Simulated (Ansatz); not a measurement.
# BeNi (Pm-3m): from the cell to its phonons, part 2 of 2

Aim: the vibrations of BeNi (Pm-3m), their spectra, and whether the structure is stable.

Ansatz 0.2.0; DFT PBEsol, scalar-relativistic, plane waves, PAW; PAW set soft_1.

So far. Step 3 (Relaxing to small forces for the phonons): The forces vanish by symmetry and the pressure is -0.004 GPa, within the tolerances set. The cell now holds 8.62 Å³/atom. The relaxed cell has a = 2.583 Å (conventional setting).

## 4. Linear response at the zone centre

The zone centre comes first: it holds the modes that light can see, as far as symmetry allows. No field response is asked, since the mesh shows no gap.

Input file input.yaml:

```yaml
crystal:
  lattice:
    - [2.5830747184, 0.0, 0.0]
    - [0.0, 2.5830747184, 0.0]
    - [0.0, 0.0, 2.5830747184]
  atoms:
    - { symbol: Be, position: [0.0, 0.0, 0.0] }
    - { symbol: Ni, position: [0.5, 0.5, 0.5] }
kpoints:
  mp_grid: { grid: [16, 16, 16] }
hamiltonian:
  xc: pbesol
  pseudopotentials: { kind: paw, azcp: { folder: soft_1 }, xc_functional: pbe }
scf:
  occupations: { method: methfessel_paxton, width: 0.2 }
output:
  eigenvalues: true
phonons:
  method: dfpt
```

On the command line:

```
> ansatz run input.yaml --threads 4 --pin off --max-ram 10240MiB --backend cpu --events-out ev --progress --plain --runs-dir out
```

Numbers of over 12 decimals in the logs are rounded to 6 here.

Log:

```text
[...]
Crystal: 2 atoms, lattice volume = 17.235 Å³
Basis set: ecut = 420 eV, 341 PW (Γ), exchange–correlation on 36×36×36 points (8 copies of the dense FFT grid, shifted against one another)
Bands: 14, of which v1, the nominal top of the filled ones, is band 10 counted from 1 (9 counted from 0)
Symmetry: 48 space group operations
k-points: 405 of 4096 (irreducible under 8 space group operations, time reversal used)
[...]
SCF iter   1: F=—  HF=-5896.359592 eV  |F-HF|=—  |Δ(HF+E_count)|=         —  Δρ=3.26e-2  dr2=8.91e-2  ethr=3.10e-3  ⟨swp⟩=4.5  Hψ=26512  notcnv=0
[...]
SCF iter   8: F=-5896.312109 eV  HF=-5896.312109 eV  |F-HF|=9.09e-13  |Δ(HF+E_count)|=  1.46e-10  S|Δr|=    0.00e0  Δρ=1.06e-7  dr2=1.36e-12  ethr=1.00e-12  ⟨swp⟩=4.4  Hψ=26344  notcnv=0
the search or the solves at the SCF's close seem to have found levels that the self-consistency loop had missed (the run counts 2). By its estimate they hold under 1e-12 electrons; where the run keeps them, the occupations were computed again with them
SCF 1 converged in 8 iterations: F = -5896.312109 eV  dr2 = 1.36e-12
[...]
DFPT response loops at Γ: preconditioner auto → Kerker (q_TF=auto, 2.797 Å⁻¹) (partly filled bands, converged f_vac=0.000); β = 1.00, the filter's whole step (`scf.mixing.beta` (0.50) is not read by the response loops under this deck's `scf.mixing.preconditioner`; to damp them name `kerker` or `kerker_dos`, under which they read `scf.mixing.beta`, and type it under 1.00, their step now; both keys bind the ground state too); Broyden in place of MSR1
SCF converged after 8 iterations
[...]
Free energy (F): -5896.312109 eV
[...]
Internal energy: -5896.311108 eV  (E = F + TS)
E sigma→0 (E₀):  -5896.311859 eV
Entropy (-TS):   -0.001001 eV (-0.501 meV/atom)
Fermi energy:    15.136186 eV
Step filling:    the computed levels leave a gap of 0.0000 eV = 0.0 smearing widths at the electron count; against every level under it full and every level over it empty, smearing changes F+E_penalty+E_count by -0.875 meV and its σ→0 estimate by -0.624 meV
[...]
--- Band table (eV; the first three rows and the last of 405) ---
  k-point 0: bands = [... 6 lower, 11.4211, 13.7919, 13.7919, 13.7919, 22.0948, 22.0948, 22.0948, 29.4362]
  k-point 1: bands = [... 6 lower, 11.4372, 13.7430, 13.7430, 13.7952, 21.5908, 22.2227, 22.2227, 29.4538]
  k-point 2: bands = [... 6 lower, 11.4830, 13.6085, 13.6085, 13.8047, 20.4201, 22.5939, 22.5939, 29.5067]
  k-point 404: bands = [... 6 lower, 10.3728, 14.4234, 14.4234, 20.7853, 20.7853, 20.7853, 21.2992, 21.2992]
--- Phonons (Γ-DFPT): 2 representative perturbations + reference, on 405 of 4096 k-points (Σ response iterations 7) ---
  k mesh reduced under 8 symmetry operations, with k and −k counted as one. Each operation leaves every solved perturbation unchanged. A smaller set is not used because it would not reduce the number of displacements times k-points to solve
  ASR residual: 3.296e-5 → 0.000e0 eV/Å²; symmetrization residual: 4.495e-7 eV/Å²
  ASR residual per site (eV/Å²): 3.30e-5 9.04e-6
  Γ frequencies (cm⁻¹): 0.00 0.00 0.00 498.95 498.95 498.95
  non-analytic LO–TO correction: not included (Born effective charges unavailable; polar crystals: no LO–TO splitting at Γ)
```

The job ended after 7.1 s (4 threads of Arm Neoverse V2, shared host; peak memory 0.58 GiB).

The column dr2 measures how far the density is from self-consistency, as an energy; F and HF (Harris–Foulkes) agree once it is small.

This step gave:

```
sum-rule residual before enforcement                    : 3.30e-5 eV/Å²
point group                                             : m-3m
highest optical mode at the zone centre (no LO-TO term) : 498.9 cm⁻¹
lowest optical zone-centre mode                         : 498.9 cm⁻¹
```

Patterns of degenerate modes are one choice out of their space. Modes at Γ, with each element's share of the kinetic energy:

```
mode  frequency (cm⁻¹)  symmetry  Be %  Ni %
   1               0.0  acoustic    13    87
   2               0.0  acoustic    13    87
   3               0.0  acoustic    13    87
   4             498.9       T1u    87    13
   5             498.9       T1u    87    13
   6             498.9       T1u    87    13
```

Displacements in mode 5 (498.9 cm⁻¹), the largest set to 1:
```
Be1  0.00 -0.03  1.00
Ni2  0.00  0.01 -0.15
```

Before it was imposed, the acoustic sum rule was missed by 3.3e-5 eV/Å². Small misses are needed for a sound result but don't prove that mesh and cutoff are converged. The lowest optical mode is real, 499 cm⁻¹.

## 5. The dispersion

Stability and thermal properties need the whole zone. Linear response on a 4×4×4 q mesh gives force constants as far as a supercell of that size would.

input.yaml: that of step 4 with these lines changed.

```diff
@@ -19 +19,8 @@
   method: dfpt
+  qmesh: [4, 4, 4]
+  temperatures: { t_max: 1000, t_step: 50 }
+  qpath:
+    path:
+      - [[0.0, 0.0, 0.0], [0.0, 0.5, 0.0], [0.5, 0.5, 0.0], [0.0, 0.0, 0.0], [0.5, 0.5, 0.5], [0.0, 0.5, 0.0]]
+      - [[0.5, 0.5, 0.5], [0.5, 0.5, 0.0]]
+    npoints: 10
```

Log:

```text
[...]
Crystal: 2 atoms, lattice volume = 17.235 Å³
Basis set: ecut = 420 eV, 341 PW (Γ), exchange–correlation on 36×36×36 points (8 copies of the dense FFT grid, shifted against one another)
Bands: 14, of which v1, the nominal top of the filled ones, is band 10 counted from 1 (9 counted from 0)
Symmetry: 48 space group operations
k-points: 165 of 4096
[...]
SCF iter   1: F=—  HF=-5896.359598 eV  |F-HF|=—  |Δ(HF+E_count)|=         —  Δρ=3.26e-2  dr2=8.91e-2  ethr=3.10e-3  ⟨swp⟩=4.5  Hψ=10816  notcnv=0
[...]
SCF iter   8: F=-5896.312109 eV  HF=-5896.312109 eV  |F-HF|=2.73e-12  |Δ(HF+E_count)|=  1.48e-10  S|Δr|=    0.00e0  Δρ=1.05e-7  dr2=1.34e-12  ethr=1.00e-12  ⟨swp⟩=4.4  Hψ=10774  notcnv=0
[...]
SCF 1 converged in 8 iterations: F = -5896.312109 eV  dr2 = 1.34e-12
[...]
SCF iter   1: F=—  HF=-5896.312102 eV  |F-HF|=—  |Δ(HF+E_count)|=         —  Δρ=3.10e-7  dr2=6.16e-12  ethr=3.29e-8  ⟨swp⟩=3.0  Hψ=17683  notcnv=0
eigensolver tolerance schedule: the retry pair's looser diagonalisation over-reported the residual by 1069264.07 of it (diagonalisation noise at an unbounded share of the residual, at the tolerance the schedule requests for it); recorded, not acted on — ethr = c·dr2/N_el stays at c = 1.0e-1
[...]
SCF iter   2: F=—  HF=-5896.312109 eV  |F-HF|=—  |Δ(HF+E_count)|=   7.59e-6  S|Δr|=    0.00e0  Δρ=3.75e-7  dr2=1.23e-11  ethr=1.00e-12  ⟨swp⟩=6.2  Hψ=10175  notcnv=0
SCF iter   3: F=-5896.312109 eV  HF=-5896.312109 eV  |F-HF|=9.09e-13  |Δ(HF+E_count)|=    0.00e0  S|Δr|=    0.00e0  Δρ=1.73e-7  dr2=2.58e-12  ethr=1.00e-12  ⟨swp⟩=1.0  Hψ=5295  notcnv=0
SCF 2 converged in 3 iterations: F = -5896.312109 eV  dr2 = 2.58e-12
phonons: the bands overlap, so this run is a metal and interpolates without the dipole-dipole term. If the crystal is really an insulator or semiconductor, its LO-TO splitting is missing
NSCF: frozen V_eff on 165 k-points
[...]
DFPT response loops at q = (0, 0, 0) (fractional): preconditioner auto → Kerker (q_TF=auto, 2.797 Å⁻¹) (partly filled bands, converged f_vac=0.000); β = 1.00, the filter's whole step (`scf.mixing.beta` (0.50) is not read by the response loops under this deck's `scf.mixing.preconditioner`; to damp them name `kerker` or `kerker_dos`, under which they read `scf.mixing.beta`, and type it under 1.00, their step now; both keys bind the ground state too); Broyden in place of MSR1
[...]
SCF converged after 8 iterations
[...]
Free energy (F): -5896.312109 eV
[...]
Internal energy: -5896.311108 eV  (E = F + TS)
E sigma→0 (E₀):  -5896.311859 eV
Entropy (-TS):   -0.001001 eV (-0.501 meV/atom)
Fermi energy:    15.136186 eV
[...]
--- Band table (eV; the first three rows and the last of 165) ---
  k-point 0: bands = [... 6 lower, 11.4211, 13.7919, 13.7919, 13.7919, 22.0948, 22.0948, 22.0948, 29.4362]
  k-point 1: bands = [... 6 lower, 11.4372, 13.7430, 13.7430, 13.7952, 21.5908, 22.2227, 22.2227, 29.4538]
  k-point 2: bands = [... 6 lower, 11.4830, 13.6085, 13.6085, 13.8047, 20.4201, 22.5939, 22.5939, 29.5067]
  k-point 164: bands = [... 6 lower, 10.3728, 14.4234, 14.4234, 20.7853, 20.7853, 20.7853, 21.2992, 21.2992]
--- Phonons (Γ-DFPT): 2 representative perturbations + reference (Σ response iterations 7) ---
  ASR residual: 3.298e-5 → 0.000e0 eV/Å²; symmetrization residual: 4.602e-7 eV/Å²
  ASR residual per site (eV/Å²): 3.30e-5 7.32e-6
  Γ frequencies (cm⁻¹): 0.00 0.00 0.00 498.95 498.95 498.95
--- Phonons (arbitrary-q DFPT): 10 irreducible q on the 4×4×4 mesh ---
  q = [0.0000, 0.0000, 0.0000] (star 1, of the zone-centre solve; hermiticity 1.29e-7, symmetrization 2.46e-12): -0.00 0.00 0.00 498.95 498.95 498.95
  q = [0.0000, 0.0000, 0.2500] (star 6, 4 solved perturbations in 4032 linear systems a pass and spin channel, the states on 1296 of 4096 k-point pairs; hermiticity 9.72e-8, symmetrization 3.45e-13): 138.95 138.95 196.19 501.86 501.86 503.63
[...]
q = [0.0000, 0.2500, -0.5000] (star 12, 6 solved perturbations on 1296 of 4096 k-point pairs; hermiticity 9.23e-8, symmetrization 4.75e-14): 188.18 202.97 229.55 494.82 502.96 503.39
[...]
sum rule: each row above includes the acoustic sum rule's correction from the zone centre's row sums; it moved no ω² by more than (1.00 cm⁻¹)²
  mesh force constants: q→R imaginary residual 2.36e-18; ASR residual 3.298e-5 → 0.000e0 eV/Å²; symmetrization residual 3.331e-15 eV/Å²
  interpolated dispersion: 62 rows × 6 modes
  density of states and harmonic sums: on the 24×24×24 q-mesh, interpolated from the force constants of a 4×4×4 supercell (no non-analytic term)
  largest difference from the sums on the solved wave vectors: F 1.03e-2 eV, S 1.44e-5 and C_V 4.02e-6 eV/K
  zero-point energy: 0.130457 eV/cell   skipped modes (ω ≤ 0): 3   left out of the sums: 3.62e-5 of the cell's modes: C_V's classical limit lies that fraction below 3 k_B per atom; for a crystal, a wire or a layer, F and S can be off by more, and a phonons.interpolated_qmesh denser along its periods is the remedy for the sampling
```

Elapsed: 3.4 min, on 4 threads; peak memory 1.7 GiB; 13 min of CPU time.

This step gave:

- lowest frequency on the path: 0 cm⁻¹
- highest frequency on the path or at a solved wavevector: 523.2 cm⁻¹
- mean frequency: 350.7 cm⁻¹
- Debye temperature (second moment): 711 K
- logarithmic mean frequency: 313.3 cm⁻¹
- lowest mode on the q mesh (acoustic modes at Γ apart): 138.9 cm⁻¹
- zero-point energy per atom: 65.23 meV
- heat capacity at 300 K: 19.4 J/(mol atoms K)
- vibrational entropy at 300 K: 17.9 J/(mol atoms K)
- edges of the widest gap between branches, on path and mesh: 273.4, 480.8 cm⁻¹

Frequencies (cm⁻¹) solved at each irreducible wavevector; negative means imaginary. Frequencies by wavevector, by row:

```csv
q in reciprocal lattice units,star,mode 1,mode 2,mode 3,mode 4,mode 5,mode 6
0 0 0,1,0,0,0,498.9,498.9,498.9
0 0 0.25,6,138.9,138.9,196.2,501.9,501.9,503.6
0 0 -0.5,3,196.9,196.9,273.4,506.1,506.1,523.2
0 0.25 0.25,12,139.3,172.3,233.5,494.4,499.3,512.6
0 0.25 -0.5,12,188.2,203,229.6,494.8,503,503.4
0 -0.5 -0.5,3,179.1,179.1,211.2,480.8,499.4,499.4
0.25 0.25 0.25,8,192.7,192.7,233.1,498.9,498.9,503.8
0.25 0.25 -0.5,12,202.9,224.6,230.3,494.2,503.2,504.2
0.25 -0.5 -0.5,6,229.9,231.3,231.3,498.3,502.9,502.9
-0.5 -0.5 -0.5,1,251.9,251.9,251.9,506.9,506.9,506.9
```

Interpolated from a 4×4×4 q mesh. Phonon branches along the path, in cm⁻¹:

| point | branch 1 | branch 2 | branch 3 | branch 4 | branch 5 | branch 6 |
| --- | --- | --- | --- | --- | --- | --- |
| Γ | 0 | 0 | 0 | 499 | 499 | 499 |
| halfway | 139 | 139 | 196 | 502 | 502 | 504 |
| X | 197 | 197 | 273 | 506 | 506 | 523 |
| halfway | 188 | 203 | 230 | 495 | 503 | 503 |
| M | 179 | 179 | 211 | 481 | 499 | 499 |
| halfway | 139 | 172 | 234 | 494 | 499 | 513 |
| Γ | 0 | 0 | 0 | 499 | 499 | 499 |
| halfway | 193 | 193 | 233 | 499 | 499 | 504 |
| R | 252 | 252 | 252 | 507 | 507 | 507 |
| halfway | 203 | 225 | 230 | 494 | 503 | 504 |
| X | 197 | 197 | 273 | 506 | 506 | 523 |
| jump to R | 252 | 252 | 252 | 507 | 507 | 507 |
| halfway | 230 | 231 | 231 | 498 | 503 | 503 |
| M | 179 | 179 | 211 | 481 | 499 | 499 |

The phonon branches as a text plot (rows in cm⁻¹):

```
    512 |   *********    ********   *****  *******************
    491 |***       **************************     *****      ****
    469 |
    447 |
    425 |
    403 |
    382 |
    360 |
    338 |
    316 |
    294 |
    273 |      ***                                      **
    251 |     *   **                        *******   **  ***
    229 |    *            ****         ******     ****      ***
    207 |       ***********   *      **  **        *******    ***
    185 |   * **  *******  **  *        *            ****      **
    164 |    *           *****      *  *
    142 |   *                **
    120 |  *                  ***    **
     98 |  *                   *    *
     76 | *                     ** *
     55 | *                        *
     33 |*                       *
     11 |                         *
         Γ      X      M          Γ            R        X|R     M
```

Tetrahedra on a 24×24×24 mesh, mean over bins of 5 cm-1. Interpolated from a 4×4×4 q mesh. Phonon density of states against wavenumber; read off at these points:

```csv
wavenumber (cm⁻¹),phonon density of states (1/cm⁻¹/cell)
2,0
18,2.0e-5
32,1.6e-4
42,2.8e-4
58,5.7e-4
72,9.6e-4
88,0.00148
102,0.00225
112,0.00292
128,0.00427
142,0.00639
158,0.01
172,0.0169
188,0.0333
198,0.0323
212,0.0309
228,0.0362
232,0.0530
242,0.0227
258,0.00368
268,0.00165
282,0
298,0
312,0
328,0
338,0
352,0
368,0
382,0
398,0
412,0
422,0
438,0
452,0
468,0
482,0.00368
492,0.0488
502,0.211
508,0.0931
522,0.0011
```

The partial phonon density of states has structure finer than the step of the table below, so its rows give means over 25 cm⁻¹, whole bins alone (the curve runs from -10 to 548 cm⁻¹). Peaks (cm⁻¹: height): Be 502.9: 0.158; Ni 193.7: 0.0324, 232.4: 0.0426, 499.4: 0.0134.

Phonopy on the run's constants, 21x21x21 mesh, Gaussian sigma 4.0 cm-1. Interpolated from a 4×4×4 q mesh. Table of partial phonon density of states by wavenumber; means over each step; values in 1/cm⁻¹/cell:

| wavenumber (cm⁻¹) | Be | Ni |
| --- | --- | --- |
| 25 | 1.5e-5 | 1.0e-4 |
| 50 | 6.0e-5 | 4.0e-4 |
| 75 | 1.4e-4 | 9.7e-4 |
| 100 | 2.5e-4 | 0.00193 |
| 125 | 4.4e-4 | 0.00372 |
| 150 | 7.9e-4 | 0.00736 |
| 175 | 0.00178 | 0.0187 |
| 200 | 0.00166 | 0.0312 |
| 225 | 0.00174 | 0.0331 |
| 250 | 5.0e-4 | 0.0143 |
| 275 | 1.3e-5 | 7.8e-4 |
| 300 | 0 | 0 |
| 325 | 0 | 0 |
| 350 | 0 | 0 |
| 375 | 0 | 0 |
| 400 | 0 | 0 |
| 425 | 0 | 0 |
| 450 | 0 | 0 |
| 475 | 0.00345 | 1.2e-4 |
| 500 | 0.102 | 0.00714 |
| 525 | 0.00769 | 1.5e-4 |

Second derivatives of the energy by pair, one row for each kind of neighbour of each atom listed. Each entry sums the pair over the periodic images of the supercell that the q mesh stands for, and in a polar crystal it holds the long-range dipole part too. Force constants by pair, by row:

```
atom  neighbour  distance (Å)  third of the trace (eV/Å²)  along the pair's line (eV/Å²)
 Be1     itself             0                       7.895                              –
 Be1         Ni         2.237                     -0.8421                         -2.594
 Be1         Be         2.583                     -0.0043                         0.0332
 Be1         Be         3.653                    -4.00e-4                        -0.0694
 Be1         Ni         4.284                     -0.0188                        -0.0396
 Be1         Be         4.474                     -0.0938                        -0.2626
 Be1         Be         5.166                     -0.0047                          0.006
 Be1         Ni          5.63                      0.0028                         0.0111
 Be1         Be         5.776                      0.0034                          0.005
 Ni2     itself             0                       11.77                              –
 Ni2         Be         2.237                     -0.8421                         -2.594
 Ni2         Ni         2.583                     -0.6211                          -1.84
 Ni2         Ni         3.653                     -0.1031                        -0.2633
 Ni2         Be         4.284                     -0.0188                        -0.0396
 Ni2         Ni         4.474                      0.0334                         0.0986
 Ni2         Ni         5.166                      0.0198                         0.1708
 Ni2         Be          5.63                      0.0028                         0.0111
 Ni2         Ni         5.776                      0.0115                        -0.0071
```

Harmonic thermodynamic functions per atom, from the density of states. Interpolated from a 4×4×4 q mesh. Thermodynamic functions, by row:

```
T (K)  F_vib (meV/atom)  S (J/mol-atom/K)  C_V (J/mol-atom/K)
    0             65.23                 0                   0
   50             65.18             0.462               1.623
  100             64.29             3.255               7.031
  200             57.02             10.85               15.14
  300             42.02              17.9                19.4
  400             20.32              23.8               21.51
  500             -6.98             28.74               22.64
  600            -38.99             32.93                23.3
  700            -75.04             36.55               23.71
  800            -114.6             39.74               23.99
  900            -157.3             42.58               24.19
 1000            -202.8             45.13               24.33
```

Harmonic mean-square displacement, third of the trace. Interpolated from a 4×4×4 q mesh. Mean square displacements, by row:

```csv
T (K),Be1 U_eq (Å²),Ni2 U_eq (Å²)
0,0.00417,0.00145
100,0.00438,0.00175
300,0.00617,0.00369
600,0.01033,0.00704
```

Symmetry leaves 10 wavevectors to solve. The lowest mode among them, the acoustic zeros apart, lies at q = (0, 0, 0.25) and is real, 139 cm⁻¹.

## 6. Isotope substitution

An isotope changes the mass and not the force constants, so no new electronic calculation is needed; the shifts show which modes move this element.

The same force constants with the mass of Ni changed from 58.693 to 63.928 u (phonopy, no LO-TO term). Both lists are sorted by frequency; levels can cross, so a row need not hold one and the same mode. Modes under 3 cm⁻¹ are left out. Isotope shifts, by row:

```csv
q,rank,natural mass (cm⁻¹),changed mass (cm⁻¹)
0 0 0,4,498.9,496.2
0 0 0,5,498.9,496.2
0 0 0,6,498.9,496.2
0 0 0.25,1,138.9,133.5
0 0 0.25,2,138.9,133.5
0 0 0.25,3,196.2,188.5
0 0 0.25,4,501.9,500.4
0 0 0.25,5,501.9,500.4
0 0 0.25,6,503.6,502.2
0 0 -0.5,1,196.9,188.7
0 0 -0.5,2,196.9,188.7
0 0 -0.5,3,273.4,262
0 0 -0.5,4,506.1,506.1
0 0 -0.5,5,506.1,506.1
0 0 -0.5,6,523.2,523.2
0 0.25 0.25,1,139.3,134.3
0 0.25 0.25,2,172.3,165.4
0 0.25 0.25,3,233.5,223.8
0 0.25 0.25,4,494.4,491.4
0 0.25 0.25,5,499.3,498.6
0 0.25 0.25,6,512.6,512.6
```

A mode of this element alone would shift by -4.18 %. The highest zone-centre frequency without the field goes from 498.9 to 496.2 cm⁻¹ (-0.5 %). The product of the frequency ratios over all optical modes at Γ is 0.984; the product rule, (m/m′)^(3k/2) (M′/M)^(3/2) with k = 1 such atoms and M the mass of the cell, gives 0.984.

## 7. What came out

```json
{"space group after relaxation (within 0.01 Å)": "Pm-3m", "volume per atom": "8.62 Å³", "electronic character": "no gap on this mesh", "highest optical mode at the zone centre (no LO-TO term)": "499 cm⁻¹", "lowest optical zone-centre mode": "499 cm⁻¹", "lowest mode on the q mesh (acoustic modes at Γ apart)": "139 cm⁻¹", "highest frequency on the path or at a solved wavevector": "523 cm⁻¹", "zero-point energy per atom": "65.2 meV", "heat capacity at 300 K": "19.4 J/(mol atoms K)", "vibrational entropy at 300 K": "17.9 J/(mol atoms K)", "Debye temperature (second moment)": "711 K", "imaginary modes on the 4×4×4 q mesh": "none"}
```

**Reading.** The structure is a minimum as far as tested: no mode is imaginary at the 10 irreducible wavevectors of the 4×4×4 mesh, and the softest away from the acoustic zeros lies at 139 cm⁻¹. The optical modes at Γ form one degenerate level at 499 cm⁻¹. The highest mode in this list at Γ, 498.9 cm⁻¹, is mostly motion of Be (87 % of the kinetic energy). On the path and the mesh, the widest gap between branches runs from 273 to 481 cm⁻¹. With no gap, or one that is small against the smearing, the frequencies hang on the k mesh and the smearing, most of all near Kohn anomalies. The phonon runs are without spin polarisation, although Ni often carries a moment. The PAW files were made for PBE and serve the other functionals too. These are harmonic frequencies at zero temperature: anharmonic shifts, linewidths and thermal expansion are left out.

[Logs are printed without paths, hosts, clocks, repeated set-up lines and the standing remarks that a program may print on its own settings, such as how far it seeks lower states.]

[Hosts, paths, dates, database ids (printed as entryN), source tags and the programs' standing remarks are cut or masked in the printed files.]
